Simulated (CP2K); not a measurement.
Two runs for the C K edge of tetramethoxysilane. Run A: CP2K XAS_TDP, all-electron GAPW, PBEh(45%), aug-pc-1, TDA, no relativity. Run B has a fault in its input.

First lines with a strength over 0.0015. A:

| atom | energy (eV) | states | strength, one atom |
| --- | --- | --- | --- |
| C1 (bonded to O and 3 H) | 284.70 | 1 | 0.0332 |
|  | 285.04 | 1 | 0.0053 |
|  | 285.67 | 1 | 0.0215 |
|  | 285.72 | 1 | 0.0205 |
|  | 286.23 | 1 | 0.0032 |

B:

| atom | energy (eV) | states | strength, one atom |
| --- | --- | --- | --- |
| C1 (bonded to O and 3 H) | 286.78 | 1 | 0.0577 |
|  | 287.48 | 1 | 0.0431 |
|  | 287.66 | 1 | 0.0426 |
|  | 287.85 | 1 | 0.0114 |
|  | 290.10 | 1 | 0.0030 |

Question: What went wrong in run B?

The basis is far too small (basis from aug-pc-1 to pc-0). Against PBEh(45%) in aug-pc-1, the leading line moves by +2.08 eV, to 286.78 eV; the strength of C1's goes from 0.0332 to 0.0577. The next line of C1 over the strength cut lies 0.70 eV higher, against 0.34. Another fault could leave a like mark.

[Hosts, paths, dates, database ids (printed as entryN), source tags and the programs' standing remarks are cut or masked in the printed files.]
